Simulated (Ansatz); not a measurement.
# 1T-CdF2 monolayer in a perpendicular field, part 2 of 2

Aim: how the 1T-CdF2 monolayer screens a field along its normal, and what the field does to its bands. A positive field points along +c.

Ansatz 0.2.0; plane-wave DFT, PBE-D3(BJ), Ansatz PAW (set soft_1); PAW set soft_1.

So far, gap on the k-mesh (eV): step 2 (relaxing the slab) 3.88.

### Step 3. Single point, field 0

A sawtooth potential applies the field, turning back in the middle of the vacuum. With the dipole correction the typed value is the field outside the slab. The induced dipole is small, so the SCF threshold is tight.

The cell differs from the one that the last finished run ended in (c 35.634 → 20.011 Å).

File input.yaml:

```yaml
crystal:
  lattice:
    - [3.5327278423, 0.0, 0.0]
    - [-1.7663639212, 3.0594320561, 0.0]
    - [0.0, 0.0, 20.0113545583]
  atoms:
    - { symbol: F, position: [0.6666666667, 0.3333333333, 0.4497446674] }
    - { symbol: Cd, position: [0.0, 0.0, 0.5] }
    - { symbol: F, position: [0.3333333333, 0.6666666667, 0.5502553326] }
kpoints:
  mp_grid: { grid: [18, 18, 1] }
  band_path:
    path: [[0, 0, 0], [0.5, 0, 0], [0.33333333, 0.33333333, 0], [0, 0, 0]]
    npoints: 16
hamiltonian:
  xc: pbe
  dispersion: d3bj
  pseudopotentials: { kind: paw, azcp: { folder: soft_1 } }
scf:
  occupations: { method: fermi_dirac, width: 0.02585 }
  convergence: { dr2_threshold: 1.0e-10 }
efield:
  axis: 3
  dipole_correction: true
  ramp_position: 0.97
  ramp_width: 0.06
  amplitude: 0
output:
  dos: { projected: true, e_range: [-6, 5] }
  write_potential: true
  write_density: true
  volumetric_format: npy
  elf: true
```

Started as:

```bash
$ ansatz run input.yaml --threads 2 --pin off --max-ram 3072MiB --backend cpu --events-out ev --progress --plain --runs-dir out
```

Numbers of over 12 decimals in the logs are rounded to 6 here.

Log:

```text
[...]
Crystal: 3 atoms, lattice volume = 216.286 Å³
Basis set: ecut = 420 eV, 4165 PW (Γ)
Bands: 21, of which v1, the nominal top of the filled ones, is band 17 counted from 1 (16 counted from 0)
Symmetry: 6 space group operations
k-points: 37 of 324 (time reversal used)
[...]
SCF iter   1: F=—  HF=-9874.135942 eV  |F-HF|=—  |Δ(HF+E_count)|=         —  Δρ=5.30e-2  dr2=6.05e0  ethr=3.10e-3  p=0.000 e·Å  D=9.87e-14 V/Å  ΔV_dip=-0.00 eV  dr2_dipole=2.63e-11  V_vac-E_F(+/−)=7.42/7.42 eV  ⟨swp⟩=7.1  Hψ=3975  notcnv=0
efield: sawtooth ramp at fractional position 0.9700 (set: `efield.ramp_position`, or a place that a band, a saddle search or an elastic batch's reference lends), width 0.0600; the density the first Hamiltonian is built on has a dipole p = 0.000 e·Å; the dipole correction subtracts the counter field D = 9.87e-14 V/Å, which shifts the + side's vacuum level by -0.00 eV against the − side's; the planar-averaged density in the ramp window peaks in size at 1.8e-6 e/Å³
[...]
SCF iter   2: F=—  HF=-9872.810775 eV  |F-HF|=—  |Δ(HF+E_count)|=    1.33e0  Δρ=4.30e-2  dr2=1.93e0  ethr=3.10e-3  p=-0.000 e·Å  D=-3.32e-6 V/Å  ΔV_dip=0.00 eV  dr2_dipole=3.44e-10  V_vac-E_F(+/−)=6.29/6.29 eV  ⟨swp⟩=3.2  Hψ=2025  notcnv=0
[...]
SCF iter  10: F=-9872.282789 eV  HF=-9872.282789 eV  |F-HF|=8.00e-11  |Δ(HF+E_count)|=   1.52e-9  Δρ=2.28e-7  dr2=9.80e-11  ethr=1.00e-12  p=0.000 e·Å  D=9.36e-7 V/Å  ΔV_dip=-0.00 eV  dr2_dipole=5.64e-12  V_vac-E_F(+/−)=6.83/6.83 eV  ⟨swp⟩=3.0  Hψ=2728  notcnv=0
SCF 1 converged in 10 iterations: F = -9872.282789 eV  dr2 = 9.80e-11
[...]
NSCF: frozen V_eff on 49 k-points
efield: sawtooth ramp at fractional position 0.9700 (kept from the solve that this one continues, or follows in the run), width 0.0600; the density the first Hamiltonian is built on has a dipole p = 0.000 e·Å; the dipole correction subtracts the counter field D = 9.36e-7 V/Å, which shifts the + side's vacuum level by -0.00 eV against the − side's; the planar-averaged density in the ramp window peaks in size at 7.6e-7 e/Å³
[...]
SCF converged after 10 iterations
Free energy (F): -9872.282789 eV
[...]
Internal energy: -9872.282789 eV  (E = F + TS)
E sigma→0 (E₀):  -9872.282789 eV
Fermi energy:    -4.090918 eV
Dipole field:    D = -0.000002 V/Å  (p = -0.000003 e·Å, saw-weighted, corrected)
Work function:   Φ+ = 6.8329 eV   Φ− = 6.8330 eV
Levels:          The Fermi level and band energies are counted from a zero that moves with the ramp; work functions are not
[...]
--- Band table (eV; the first three rows and the last of 37) ---
  k-point 0: bands = [... 13 lower, -7.2506, -6.9092, -6.0720, -6.0720, -2.1912, 1.2154, 2.5405, 3.0916]
  k-point 1: bands = [... 13 lower, -7.2326, -6.8958, -6.1158, -6.0800, -2.1029, 1.2775, 2.5881, 3.1448]
  k-point 2: bands = [... 13 lower, -7.2218, -6.8584, -6.2371, -6.0997, -1.8492, 1.4576, 2.7303, 3.3034]
  k-point 36: bands = [... 13 lower, -7.8269, -7.5768, -6.3456, -6.3456, 1.7954, 4.9111, 5.0346, 5.0346]
```

Wall time 13 s (2 threads of Intel Xeon Platinum 8375C at 2.90GHz (Ice Lake), shared host); peak memory 0.58 GiB.

Numbers from this step:

* dipole along the normal: -2.55e-6 e·Å
* gap along the path: 3.881 eV
* smallest direct gap along the path: 3.881 eV
* ionisation energy, upper face: 8.814 eV
* electron affinity, upper face: 4.933 eV
* gap, the smaller of path and mesh: 3.881 eV

Running mean over a fixed 2.5 Å (it still follows the layers) of the planar mean; the ramp of the sawtooth is left out. Electron's electrostatic potential energy less the Fermi level against z:

z (Å), electron's electrostatic potential energy less the Fermi level (eV) and a bar from the least value:
```
      3.0       6.83 ##############################
      3.5       6.83 ##############################
      4.0       6.83 ##############################
      4.5       6.83 ##############################
      5.0       6.83 ##############################
      5.5       6.83 ##############################
      6.0       6.83 ##############################
      6.5       6.81 ##############################
      7.0       6.72 ##############################
      7.5       5.96 ############################
      8.0       4.07 ######################
      8.5       1.72 ################
      9.0      -0.70 #########
      9.5      -2.96 ###
     10.0      -4.12 
     10.5      -3.01 ###
     11.0      -0.75 #########
     11.5       1.67 ################
     12.0       4.02 ######################
     12.5       5.93 ############################
     13.0       6.71 ##############################
     13.5       6.81 ##############################
     14.0       6.83 ##############################
     14.5       6.83 ##############################
     15.0       6.83 ##############################
     15.5       6.83 ##############################
     16.0       6.83 ##############################
     16.5       6.83 ##############################
     17.0       6.83 ##############################
```

The density of states has structure finer than the step of the table below, so its rows give means over 0.25 eV, whole bins alone (the curve runs from -6 to 3.87 eV). Peaks (eV: height): -4.510: 5.93, -3.740: 10.0, -3.130: 7.70, -2.720: 6.53, -2.440: 9.49, -2.280: 15.7, -2.060: 14.0.

The density of states by energy, zero at the Fermi level of the run, which the smearing sets inside the gap; means over each step:

energy (eV), density of states (states/eV a cell) and a bar:
```
    -5.25        0.0 
    -5.00        0.2 #
    -4.75        2.0 ########
    -4.50        3.3 #############
    -4.25        2.3 #########
    -4.00        3.0 ############
    -3.75        6.2 ########################
    -3.50        3.3 #############
    -3.25        4.5 #################
    -3.00        3.5 ##############
    -2.75        2.7 ##########
    -2.50        2.4 #########
    -2.25        7.8 ##############################
    -2.00        5.3 ####################
    -1.75        0.0 
    -1.50        0.0 
    -1.25        0.0 
    -1.00        0.0 
    -0.75        0.0 
    -0.50        0.0 
    -0.25        0.0 
     0.00        0.0 
     0.25        0.0 
     0.50        0.0 
     0.75        0.0 
     1.00        0.0 
     1.25        0.0 
     1.50        0.0 
     1.75        0.0 
     2.00        0.2 #
     2.25        0.3 #
     2.50        0.3 #
     2.75        0.3 #
     3.00        0.3 #
     3.25        0.4 #
     3.50        0.4 #
```

Projected DOS per atom over height of the atomic layer and energy from the Fermi level. Layers: F Cd F from below.

Ten even steps from '0' (0.00 states/eV) to '9' (3.40 states/eV), each cell a mean:
```
000
000
000
000
000
000
000
000
000
000
000
000
000
939
303
505
505
414
323
101
000
000
```
Columns: height of the atomic layer (Å) from 9 to 11.0; rows upwards: energy from the Fermi level (eV) from -5.96 to 3.85.

The electronic bands at the labelled points (eV, zero at the Fermi level of the run, which the smearing sets inside the gap):

| point | band 14 | band 15 | band 16 | band 17 | band 18 | band 19 | band 20 | band 21 |
| --- | --- | --- | --- | --- | --- | --- | --- | --- |
| Γ | -3.16 | -2.82 | -1.98 | -1.98 | 1.90 | 5.31 | 6.63 | 7.18 |
| halfway | -3.39 | -2.73 | -2.46 | -2.05 | 3.39 | 6.41 | 7.58 | 8.18 |
| M | -3.87 | -3.03 | -2.29 | -2.00 | 5.45 | 7.34 | 8.55 | 9.86 |
| halfway | -3.76 | -3.16 | -2.28 | -2.15 | 5.64 | 7.88 | 8.72 | 10.08 |
| K | -3.74 | -3.49 | -2.25 | -2.25 | 5.89 | 9.00 | 9.13 | 9.13 |
| halfway | -3.39 | -2.78 | -2.43 | -2.14 | 3.79 | 6.74 | 7.88 | 8.48 |
| Γ | -3.16 | -2.82 | -1.98 | -1.98 | 1.90 | 5.31 | 6.63 | 7.18 |

Electrostatic potential energy in the ca plane at fractional y = 0.000, with atoms of Cd within 0.2 Å of it. With pseudopotentials it is smooth inside the atoms' cores, unlike the true potential.

Ten even steps from '0' (-26 eV) to '9' (3 eV), each cell a mean:
```
99999999999999999998720000379999999999999999
99999999999999999999851002689999999999999999
99999999999999999999986557899999999999999999
99999999999999999999988888999999999999999999
99999999999999999999998888999999999999999999
99999999999999999999988778899999999999999999
99999999999999999999874225789999999999999999
99999999999999999999730000589999999999999999
99999999999999999998720000378999999999999999
```
Columns run along c (16.0 Å, from fractional 0.08 to 0.87 of the cell; values clipped at the 3rd and 97th percentile), rows up along a (3.5 Å). Atoms in or near the plane, at fractional coordinates: Cd at (0.50, 0.00).

ELF in the ca plane at fractional y = 0.000, with atoms of Cd within 0.2 Å of it. It is the smooth field of the valence electrons, not physical close to the nuclei.

Ten even steps from '0' (0.00) to '9' (0.89), each cell a mean:
```
00000000000000000000135884210000000000000000
00000000000000000000013442100000000000000000
00000000000000000001111111111000000000000000
00000000000000000013431001332100000000000000
00000000000000000013442002443100000000000000
00000000000000000012211001221100000000000000
00000000000000000000012221000000000000000000
00000000000000000000124653200000000000000000
00000000000000000000136995310000000000000000
```
Columns run along c (16.0 Å, from fractional 0.08 to 0.87 of the cell), rows up along a (3.5 Å). Atoms in or near the plane, at fractional coordinates: Cd at (0.50, 0.00).

Valence density in the ca plane at fractional y = 0.000, with atoms of Cd within 0.2 Å of it. It is the smooth field of the valence electrons, not physical close to the nuclei.

Ten steps, logarithmic in the rise over the least value, from '0' (0 e/Å³) to '9' (21 e/Å³), each cell a mean:
```
00000000000000000000137996300000000000000000
00000000000000000000024663100000000000000000
00000000000000000000011221100000000000000000
00000000000000000000111001110000000000000000
00000000000000000000111001110000000000000000
00000000000000000000011111100000000000000000
00000000000000000000012432100000000000000000
00000000000000000000036875200000000000000000
00000000000000000000148997300000000000000000
```
Columns run along c (16.0 Å, from fractional 0.08 to 0.87 of the cell), rows up along a (3.5 Å). Atoms in or near the plane, at fractional coordinates: Cd at (0.50, 0.00).

The gap is 3.88 eV, with the valence edge 8.81 eV and the conduction edge 4.93 eV under the upper vacuum level.

### Step 4. Single point, field 0.1 V/Å

input.yaml: that of step 3 with these lines changed.

```diff
@@ -24,7 +24,6 @@
   dipole_correction: true
-  ramp_position: 0.97
-  ramp_width: 0.06
-  amplitude: 0
+  ramp_position: 0.925
+  ramp_width: 0.1499
+  amplitude: 0.1
 output:
-  dos: { projected: true, e_range: [-6, 5] }
   write_potential: true
@@ -32,2 +31 @@
   volumetric_format: npy
-  elf: true
```

Log:

```text
[...]
Crystal: 3 atoms, lattice volume = 216.286 Å³
Basis set: ecut = 420 eV, 4165 PW (Γ)
Bands: 21, of which v1, the nominal top of the filled ones, is band 17 counted from 1 (16 counted from 0)
Symmetry: 6 space group operations
k-points: 37 of 324 (time reversal used)
[...]
--- Band table (eV; the first three rows and the last of 37) ---
  k-point 0: bands = [... 13 lower, -7.2513, -6.9084, -6.0716, -6.0716, -2.1920, 1.2036, 2.3306, 3.0905]
  k-point 1: bands = [... 13 lower, -7.2337, -6.8949, -6.1153, -6.0796, -2.1037, 1.2653, 2.3802, 3.1356]
  k-point 2: bands = [... 13 lower, -7.2232, -6.8573, -6.2366, -6.0993, -1.8500, 1.4445, 2.5285, 3.2704]
  k-point 36: bands = [... 13 lower, -7.8262, -7.5764, -6.3536, -6.3368, 1.7949, 4.9081, 5.0158, 5.0499]
[key lines of the parts left out:]
SCF converged after 11 iterations
Free energy (F): -9872.283493 eV
Fermi energy:    -4.091139 eV
Dipole field:    D = 0.011781 V/Å  (p = 0.014082 e·Å, saw-weighted, corrected)
```

The job ended after 13 s (2 threads; peak memory 0.49 GiB).

The dipole is 0.0141 e·Å, and the gap 3.880 eV.

### Step 5. Single point, field -0.1 V/Å

input.yaml: that of step 4 with these lines changed.

```diff
@@ -26,3 +26,3 @@
   ramp_width: 0.1499
-  amplitude: 0.1
+  amplitude: -0.1
 output:
```

Log:

```text
[...]
Crystal: 3 atoms, lattice volume = 216.286 Å³
Basis set: ecut = 420 eV, 4165 PW (Γ)
Bands: 21, of which v1, the nominal top of the filled ones, is band 17 counted from 1 (16 counted from 0)
Symmetry: 6 space group operations
k-points: 37 of 324 (time reversal used)
[...]
--- Band table (eV; the first three rows and the last of 37) ---
  k-point 0: bands = [... 13 lower, -7.2515, -6.9086, -6.0718, -6.0718, -2.1922, 1.2034, 2.3306, 3.0906]
  k-point 1: bands = [... 13 lower, -7.2338, -6.8951, -6.1155, -6.0798, -2.1038, 1.2652, 2.3802, 3.1357]
  k-point 2: bands = [... 13 lower, -7.2234, -6.8575, -6.2368, -6.0995, -1.8502, 1.4443, 2.5285, 3.2705]
  k-point 36: bands = [... 13 lower, -7.8264, -7.5766, -6.3538, -6.3370, 1.7947, 4.9080, 5.0156, 5.0498]
[key lines of the parts left out:]
SCF converged after 11 iterations
Free energy (F): -9872.283493 eV
Fermi energy:    -4.091315 eV
Dipole field:    D = -0.011781 V/Å  (p = -0.014082 e·Å, saw-weighted, corrected)
```

The job ended after 14 s (2 threads; peak memory 0.5 GiB).

The dipole is -0.0141 e·Å, and the gap 3.880 eV.

### Step 6. Response, atoms held

This step: plane-wave DFT, PBE-D3(BJ), Ansatz PAW (set soft_1); response to a field along the normal, atoms held; PAW set soft_1 (Ansatz 0.2.0).

The dipoles give the slope, and the difference of two potentials shows where the field is screened.

Numbers from this step:

```
equivalent conductor thickness p/(ε₀AE) : 2.358 Å
distance between the outer atoms        : 2.011 Å
```

Table of dipole of the cell by applied field:

| applied field (V/Å) | dipole of the cell (e·Å) |
| --- | --- |
| -0.1000 | -0.0141 |
| 0.0000 | -2.6e-6 |
| 0.1000 | 0.0141 |

Local field over the applied field, running mean. From the potentials at -0.1 and 0.1 V/Å; running mean over 2.5 Å. Table of local field over applied field by z:

z (Å), local field over applied field and a bar from the least value:
```
     4.00      1.000 ##############################
     4.45      1.000 ##############################
     4.89      1.000 ##############################
     5.19      1.000 ##############################
     5.63      0.998 ##############################
     6.08      0.995 ##############################
     6.52      0.983 #############################
     6.97      0.953 ############################
     7.26      0.914 ##########################
     7.71      0.825 ######################
     8.15      0.711 #################
     8.60      0.582 ###########
     9.04      0.459 ######
     9.34      0.388 ###
     9.78      0.327 
    10.23      0.327 
    10.67      0.388 ###
    10.97      0.459 ######
    11.41      0.582 ###########
    11.86      0.711 #################
    12.30      0.825 ######################
    12.75      0.914 ##########################
    13.04      0.953 ############################
    13.49      0.983 #############################
    13.93      0.995 ##############################
    14.38      0.998 ##############################
    14.82      1.000 ##############################
    15.12      1.000 ##############################
    15.56      1.000 ##############################
    16.01      1.000 ##############################
```

The induced electron density oscillates, so the rows of the table below give means over windows of 0.5 Å about each position, cut where the curve ends. Its maxima inside the range that stand out by 2 % of the span (Å: e/Å³ per V/Å): 8.45: 0.00297, 9.19: 0.00246, 11.12: -0.00133. Its minima: 8.89: 0.00133, 10.82: -0.00246, 11.56: -0.00297.

Electrons, planar mean, per unit field. Induced electron density against z; means over each step:

| z (Å) | induced electron density (e/Å³ per V/Å) |
| --- | --- |
| 4.5 | 2.1e-7 |
| 5.0 | 9.4e-7 |
| 5.5 | 4.0e-6 |
| 6.0 | 1.6e-5 |
| 6.5 | 6.5e-5 |
| 7.0 | 2.3e-4 |
| 7.5 | 7.6e-4 |
| 8.0 | 0.00197 |
| 8.5 | 0.00258 |
| 9.0 | 0.00184 |
| 9.5 | 9.0e-4 |
| 10.0 | 1.5e-6 |
| 10.5 | -8.5e-4 |
| 11.0 | -0.00186 |
| 11.5 | -0.00255 |
| 12.0 | -0.00200 |
| 12.5 | -7.8e-4 |
| 13.0 | -2.4e-4 |
| 13.5 | -6.7e-5 |
| 14.0 | -1.7e-5 |
| 14.5 | -4.1e-6 |
| 15.0 | -9.7e-7 |
| 15.5 | -2.2e-7 |

The smaller of the gaps on the path and on the k-mesh, counted as 0 under 0.03 eV; in a wide-gap layer a fall can come from a state in the tilted vacuum. The gap stays at 3.88 eV for applied field from -0.1 to 0.1 V/Å.

By hand: between -0.1 and 0.1 V/Å the dipole changes by 0.02816 e·Å, a slope of 0.1408 e·Å²/V. A perfect conductor of thickness t has p = ε₀AEt, so t = 180.95 × 0.1408 / 10.808 = 2.36 Å (e/ε₀ = 180.95 V·Å, A in Å²).

The induced dipole is that of a conductor 2.36 Å thick.

### Step 7. Results

| Property | Result |
| --- | --- |
| gap without field | 3.88 eV |
| ionisation energy, upper face | 8.81 eV |
| electron affinity, upper face | 4.93 eV |
| equivalent conductor thickness, atoms held | 2.36 Å |

The induced dipole equals that of a perfect conductor 2.36 Å thick, while the outer atoms lie 2.01 Å apart; an out-of-plane ε follows only once a thickness t is chosen, by 1 − 1/ε = 2.36 Å / t. The gap stays within 0.01 eV of 3.88 eV over the fields run, up to 0.1 V/Å in size. Semilocal functionals give gaps that are too small, and excitons are not included. Spin-orbit coupling is left out, which matters for the bands of elements this heavy.

[Logs are printed without paths, hosts, clocks, repeated set-up lines and the standing remarks that a program may print on its own settings, such as how far it seeks lower states.]

[Hosts, paths, dates, database ids (printed as entryN), source tags and the programs' standing remarks are cut or masked in the printed files.]

[Maps of the electrostatic potential energy from Ansatz leave out the sawtooth potential of an applied field or a dipole correction, so their vacuum need not be flat; planar profiles and work functions include it.]

[The density of states shown here was stored with 400 of the rows of the run's finer table, so its peaks can read low, often by over a quarter, or be missed, and its means over a window can be off by a tenth or more.]
